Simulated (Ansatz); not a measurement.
**TiTeSe monolayer, Janus: relaxing the cell for a phonon run**

Aim: bring TiTeSe monolayer, Janus to small forces and stress, as phonons need.

Main program and level: Ansatz 0.2.0; DFT LDA, scalar-relativistic, plane waves, PAW.

Report form: the programs' logs are mostly left out.

## Step 1: Starting point

The cell holds 3 atoms: 1 Ti, 1 Se and 1 Te. Cell: a = 3.500 Å, b = 3.500 Å, c = 20.000 Å, α = 90.0°, β = 90.0°, γ = 120.0°. Vacuum lies along c.

## Step 2: A coarse first look

First a cheap look: the gap decides the mesh and the occupations, the pressure tells how far the cell has to move.

The program solves this slab on a cell height of its own, 30.0 Å, in place of the one typed.

input.yaml

```yaml
crystal:
  lattice:
    - [3.5, 0.0, 0.0]
    - [-1.75, 3.03109, 0.0]
    - [0.0, 0.0, 20.0]
  atoms:
    - { symbol: Ti, position: [0.0, 0.0, 0.5] }
    - { symbol: Se, position: [0.333333, 0.666667, 0.575] }
    - { symbol: Te, position: [0.666667, 0.333333, 0.42] }
  periodic: [true, true, false]
kpoints:
  mp_grid: { grid: [6, 6, 1] }
hamiltonian:
  xc: lda
scf:
  occupations: { method: gaussian, width: 0.1 }
output:
  forces: true
  stress: true
  eigenvalues: true
```

Command:

```
$ ansatz run input.yaml --threads 8 --pin off --max-ram 14336MiB --backend cpu --events-out ev --progress --plain --runs-dir out
```

It took 1.6 s on 8 threads of Arm Neoverse V1, shared host; peak memory 0.68 GiB.

This step gave:

- gap on the k-mesh: 0 eV
- area per atom: 3.536 Å²

The coarse mesh shows no gap.

## Step 3: Coarse relaxation

A rough relaxation comes first, because large forces or stress need no tight tolerances yet.

The program solves this slab on a cell height of its own, 30.0 Å, in place of the one typed.

Edit input.yaml of step 2 so:

```diff
@@ -20 +20,6 @@
   eigenvalues: true
+relax:
+  adjacent_minimum: "off"
+  f_tol: 0.05
+  max_steps: 80
+  cell: { stress_2d_tol: 0.02 }
```

It took 7.8 s on 8 threads; peak memory 0.73 GiB; 53 s of CPU time.

Relaxation path:

| step | energy less that of the first step (eV) | largest force component (eV/Å) | volume (Å³) |
| --- | --- | --- | --- |
| 1 | 0.0000 | 2.5659 | 318.26 |
| 2 | -0.2797 | 0.6142 | 322.79 |
| 3 | -0.3099 | 0.1798 | 326.16 |
| 4 | -0.3122 | 0.0542 | 329.48 |
| 5 | -0.3124 | 0.0086 | 329.23 |
| 6 | -0.3124 | 0.0006 | 329.44 |
| 7* | -0.3130 | 0.0006 | 329.44 |

Relaxation steps marked * repeat the geometry before them on a plane-wave basis chosen anew for their cell, so energy and pressure can jump there.

Forces are held to the 6 operations that the run works with; a distortion that breaks them can't arise in this run.

| cell as run | before | after | change |
| --- | --- | --- | --- |
| a (Å) | 3.500 | 3.561 | +1.7 % |
| b (Å) | 3.500 | 3.561 | +1.7 % |

The atoms that moved most (Å, along periodic axes as changes of fractional coordinates times the final cell, across vacuum about the mean position):

| atom | dx | dy | dz | length |
| --- | --- | --- | --- | --- |
| Te3 | 0.000 | 0.000 | -0.115 | 0.115 |
| Ti1 | 0.000 | 0.000 | 0.111 | 0.111 |

The relaxed structure:

```
Ti Se Te
1.0
     3.56093    0.00000    0.00000
    -1.78046    3.08385    0.00000
     0.00000    0.00000   30.00000
Ti Se Te
1 1 1
Direct
  0.00000 0.00000 0.33703
  0.33333 0.66667 0.38345
  0.66667 0.33333 0.27618
```

This step gave:

```
area per atom : 3.66 Å²
```

The relaxation ends with a largest force component of 5.6e-4 eV/Å.

## Step 4: Relaxation

The cell and atoms are relaxed, since residual forces and stress would shift the frequencies.

input.yaml

```yaml
crystal:
  lattice:
    - [3.56092794, 0.0, 0.0]
    - [-1.78046397, 3.0838540571, 0.0]
    - [0.0, 0.0, 30.0]
  atoms:
    - { symbol: Ti, position: [0.0, 0.0, 0.3370345447] }
    - { symbol: Se, position: [0.3333333333, 0.6666666667, 0.3834536502] }
    - { symbol: Te, position: [0.6666666667, 0.3333333333, 0.2761784717] }
  periodic: [true, true, false]
kpoints:
  mp_grid: { grid: [15, 15, 1] }
hamiltonian:
  xc: lda
scf:
  occupations: { method: gaussian, width: 0.1 }
output:
  forces: true
  stress: true
  eigenvalues: true
  write_density: true
  write_potential: true
  elf: true
  volumetric_format: npy
relax:
  adjacent_minimum: "off"
  f_tol: 0.005
  max_steps: 80
  cell: { stress_2d_tol: 0.02 }
```

Wall time 21 s (8 threads); peak memory 0.93 GiB.

The steps of the relaxation:

| step | energy less that of the first step (eV) | largest force component (eV/Å) | volume (Å³) |
| --- | --- | --- | --- |
| 1 | 0.0000 | 0.0716 | 329.44 |
| 2 | -0.0025 | 0.1304 | 325.28 |
| 3 | -0.0035 | 0.0276 | 325.06 |
| 4 | -0.0036 | 0.0015 | 324.49 |
| 5* | -0.0034 | 0.0016 | 324.49 |

Relaxation steps marked * repeat the geometry before them on a plane-wave basis chosen anew for their cell, so energy and pressure can jump there.

The run keeps the 6 symmetry operations that it works with, so distortions that break them were not tested.

| cell as run | before | after | change |
| --- | --- | --- | --- |
| a (Å) | 3.561 | 3.534 | -0.8 % |
| b (Å) | 3.561 | 3.534 | -0.8 % |

The atoms that moved most (Å, along periodic axes as changes of fractional coordinates times the final cell, across vacuum about the mean position):

| atom | dx | dy | dz | length |
| --- | --- | --- | --- | --- |
| Se2 | 0.000 | 0.000 | 0.021 | 0.021 |
| Te3 | 0.000 | 0.000 | -0.020 | 0.020 |

Final coordinates:

```xyz
3
Lattice="3.5341 0.0000 0.0000 -1.7670 3.0606 0.0000 0.0000 0.0000 30.0000" Properties=species:S:1:pos:R:3
Ti    0.0000    0.0000   10.1092
Se    0.0000    2.0404   11.5250
Te    1.7670    1.0202    8.2658
```

This step gave:

```yaml
area_per_atom: 3.605 Å²
```

ELF in the ac plane at fractional y = 0.000, with atoms of Ti within 0.2 Å of it. It is the smooth field of the valence electrons, not physical close to the nuclei.

Ten even steps from '_' (0.00) to '@' (0.73), each cell a mean:
```
____________________________
____________________________
____________________________
____________________________
____________________________
____________________________
____________________________
____________________________
____________________________
____________________________
____________________________
____________________________
____________________________
______..::==++++==--::..____
__..::++%%@@@@@@@@@@##==::..
--++**==--==**##**==--==**==
--========++******++========
..::--**##########%%##++--::
______::==++####**++--..____
____________________________
____________________________
____________________________
____________________________
____________________________
```
Columns run along a (3.5 Å), rows up along c (30.0 Å). Atoms in or near the plane, at fractional coordinates: Ti at (0.00, 0.34).

Valence density in the ac plane at fractional y = 0.000, with atoms of Ti within 0.2 Å of it. It is the smooth field of the valence electrons, not physical close to the nuclei.

Ten steps, logarithmic in the rise over the least value, from '_' (0.00 × 1e0 e/Å³) to '@' (5.83 × 1e0 e/Å³), each cell a mean:
```
____________________________
____________________________
____________________________
____________________________
____________________________
____________________________
____________________________
____________________________
____________________________
____________________________
____________________________
____________________________
____________________________
__________..........________
..::::::----======----::::::
@@@@%%++------------==**%%@@
%%##**==--------------++**##
::::::----==========--::::::
________..............______
____________________________
____________________________
____________________________
____________________________
____________________________
```
Columns run along a (3.5 Å), rows up along c (30.0 Å). Atoms in or near the plane, at fractional coordinates: Ti at (0.00, 0.34).

Electrostatic potential energy in the ac plane at fractional y = 0.000, with atoms of Ti within 0.2 Å of it. With pseudopotentials it is smooth inside the atoms' cores, unlike the true potential.

Ten even steps from '0' (-17 eV) to '9' (0 eV), each cell a mean:
```
99999999999999
99999999999999
99999999999999
99999999999999
99999999999999
99999999999999
99999999999999
99999999999999
99999999999999
99999999999999
99999999999999
99999999999999
99999999999999
99999999999999
77877654567887
00013667653100
12235666664321
88875321246788
99999988899999
99999999999999
99999999999999
99999999999999
99999999999999
99999999999999
```
Columns run along a (3.5 Å; values clipped at the 3rd and 97th percentile), rows up along c (30.0 Å). Atoms in or near the plane, at fractional coordinates: Ti at (0.00, 0.34).

## Step 5: Tight relaxation

Phonons need a cell at rest on their own settings, so the relaxation is repeated with tight tolerances on forces and stress, using the mesh and the filling of the phonon run that follows.

input.yaml, the sections that differ from step 4:

```yaml
crystal:
  lattice:
    - [3.5340502464, 0.0, 0.0]
    - [-1.7670251232, 3.0605772916, 0.0]
    - [0.0, 0.0, 30.0]
  atoms:
    - { symbol: Ti, position: [0.0, 0.0, 0.3369720092] }
    - { symbol: Se, position: [0.3333333333, 0.6666666667, 0.384166431] }
    - { symbol: Te, position: [0.6666666667, 0.3333333333, 0.2755282264] }
  periodic: [true, true, false]
kpoints:
  mp_grid: { grid: [18, 18, 1] }
scf:
  occupations: { method: methfessel_paxton, width: 0.15 }
relax:
  adjacent_minimum: "off"
  f_tol: 0.001
  max_steps: 60
  cell: { stress_2d_tol: 0.002 }
# hamiltonian, output: as in step 4
```

Elapsed: 28 s, on 8 threads; peak memory 0.97 GiB.

Little changed from the start: no atom moved by 0.005 Å and no cell edge by 0.1 %.

Numbers from this step:

| Quantity | Value |
| --- | --- |
| area per atom | 3.607 Å² |

ELF in the ac plane at fractional y = 0.333, with atoms of Te within 0.2 Å of it. It is the smooth field of the valence electrons, not physical close to the nuclei.

Ten even steps from '0' (0.00) to '9' (0.77), each cell a mean:
```
00000000000000
00000000000000
00000000000000
00000000000000
00000000000000
00000000000000
00000000000000
00000000000000
00000000000000
00000000000000
00000000000000
00000000000000
00000000000000
34543210000001
89999752000136
34443332222223
43224566555666
75236764211357
41003689999997
00000012333211
00000000000000
00000000000000
00000000000000
00000000000000
```
Columns run along a (3.5 Å), rows up along c (30.0 Å). Atoms in or near the plane, at fractional coordinates: Te at (0.67, 0.28).

Valence density in the ac plane at fractional y = 0.333, with atoms of Te within 0.2 Å of it. It is the smooth field of the valence electrons, not physical close to the nuclei.

Values in e/Å³, 24 rows by 14 columns, each cell a mean:
```
 0  0  0  0  0  0  0  0  0  0  0  0  0  0
 0  0  0  0  0  0  0  0  0  0  0  0  0  0
 0  0  0  0  0  0  0  0  0  0  0  0  0  0
 0  0  0  0  0  0  0  0  0  0  0  0  0  0
 0  0  0  0  0  0  0  0  0  0  0  0  0  0
 0  0  0  0  0  0  0  0  0  0  0  0  0  0
 0  0  0  0  0  0  0  0  0  0  0  0  0  0
 0  0  0  0  0  0  0  0  0  0  0  0  0  0
 0  0  0  0  0  0  0  0  0  0  0  0  0  0
 0  0  0  0  0  0  0  0  0  0  0  0  0  0
 0  0  0  0  0  0  0  0  0  0  0  0  0  0
 0  0  0  0  0  0  0  0  0  0  0  0  0  0
 0  0  0  0  0  0  0  0  0  0  0  0  0  0
 0  0  0  0  0  0  0  0  0  0  0  0  0  0
 0  0  0  0  0  0  0  0  0  0  0  0  0  0
 0  0  0  0  0  0  0  0  0  0  0  0  0  0
 0  0  0  0  0  0  0  1  1  2  2  1  1  0
 0  0  0  0  0  0  1  3  7 10  9  5  2  1
 0  0  0  0  0  0  0  0  0  0  0  0  0  0
 0  0  0  0  0  0  0  0  0  0  0  0  0  0
 0  0  0  0  0  0  0  0  0  0  0  0  0  0
 0  0  0  0  0  0  0  0  0  0  0  0  0  0
 0  0  0  0  0  0  0  0  0  0  0  0  0  0
 0  0  0  0  0  0  0  0  0  0  0  0  0  0
```
Columns run along a (3.5 Å), rows up along c (30.0 Å). Atoms in or near the plane, at fractional coordinates: Te at (0.67, 0.28).

Electrostatic potential energy in the ac plane at fractional y = 0.333, with atoms of Te within 0.2 Å of it. With pseudopotentials it is smooth inside the atoms' cores, unlike the true potential.

Values in eV, 24 rows by 14 columns, each cell a mean:
```
  0   0   0   0   0   0   0   0   0   0   0   0   0   0
  0   0   0   0   0   0   0   0   0   0   0   0   0   0
  0   0   0   0   0   0   0   0   0   0   0   0   0   0
  0   0   0   0   0   0   0   0   0   0   0   0   0   0
  0   0   0   0   0   0   0   0   0   0   0   0   0   0
  0   0   0   0   0   0   0   0   0   0   0   0   0   0
  0   0   0   0   0   0   0   0   0   0   0   0   0   0
  0   0   0   0   0   0   0   0   0   0   0   0   0   0
  0   0   0   0   0   0   0   0   0   0   0   0   0   0
  0   0   0   0   0   0   0   0   0   0   0   0   0   0
  0   0   0   0   0   0   0   0   0   0   0   0   0   0
  0   0   0   0   0   0   0   0   0   0   0   0   0   0
  0   0   0   0   0   0   0   0   0   0   0   0   0   0
 -1  -1  -1  -1  -1   0   0   0   0   0   0   0   0   0
 -5  -8  -9  -9  -6  -4  -3  -1  -1  -1  -1  -1  -2  -3
 -8 -10 -11 -11  -9  -6  -5  -3  -2  -2  -2  -3  -4  -5
 -7  -7  -7  -7  -7  -7  -8  -9  -8  -7  -8  -9  -9  -8
 -7  -4  -3  -3  -6 -10 -12  -8  -3  -3  -3  -5 -11 -11
 -1  -1  -1  -1  -1  -2  -3  -4  -5  -5  -5  -4  -3  -2
  0   0   0   0   0   0   0   0   0   0   0   0   0   0
  0   0   0   0   0   0   0   0   0   0   0   0   0   0
  0   0   0   0   0   0   0   0   0   0   0   0   0   0
  0   0   0   0   0   0   0   0   0   0   0   0   0   0
  0   0   0   0   0   0   0   0   0   0   0   0   0   0
```
Columns run along a (3.5 Å; values clipped at the 3rd and 97th percentile), rows up along c (30.0 Å). Atoms in or near the plane, at fractional coordinates: Te at (0.67, 0.28).

The largest force component left is 0.32 meV/Å, within the tolerances set.

## Step 6: What came out

```json
{"space group after relaxation (within 0.01 Å)": "P3m1", "lattice constant a": "3.535 Å", "lattice constant b": "3.535 Å", "area per atom": "3.61 Å²"}
```

**Reading.** The largest force component left is 0.32 meV/Å, within the tolerances set. The relaxation keeps the symmetry of its start, so it says nothing on stability against lower symmetry. Spin-orbit coupling is left out, which can matter for the heavy elements here. The starting cell was built on a prototype and not taken from a measurement.

[Logs are printed without paths, hosts, clocks, repeated set-up lines and the standing remarks that a program may print on its own settings, such as how far it seeks lower states.]

[Hosts, paths, dates, database ids (printed as entryN), source tags and the programs' standing remarks are cut or masked in the printed files.]
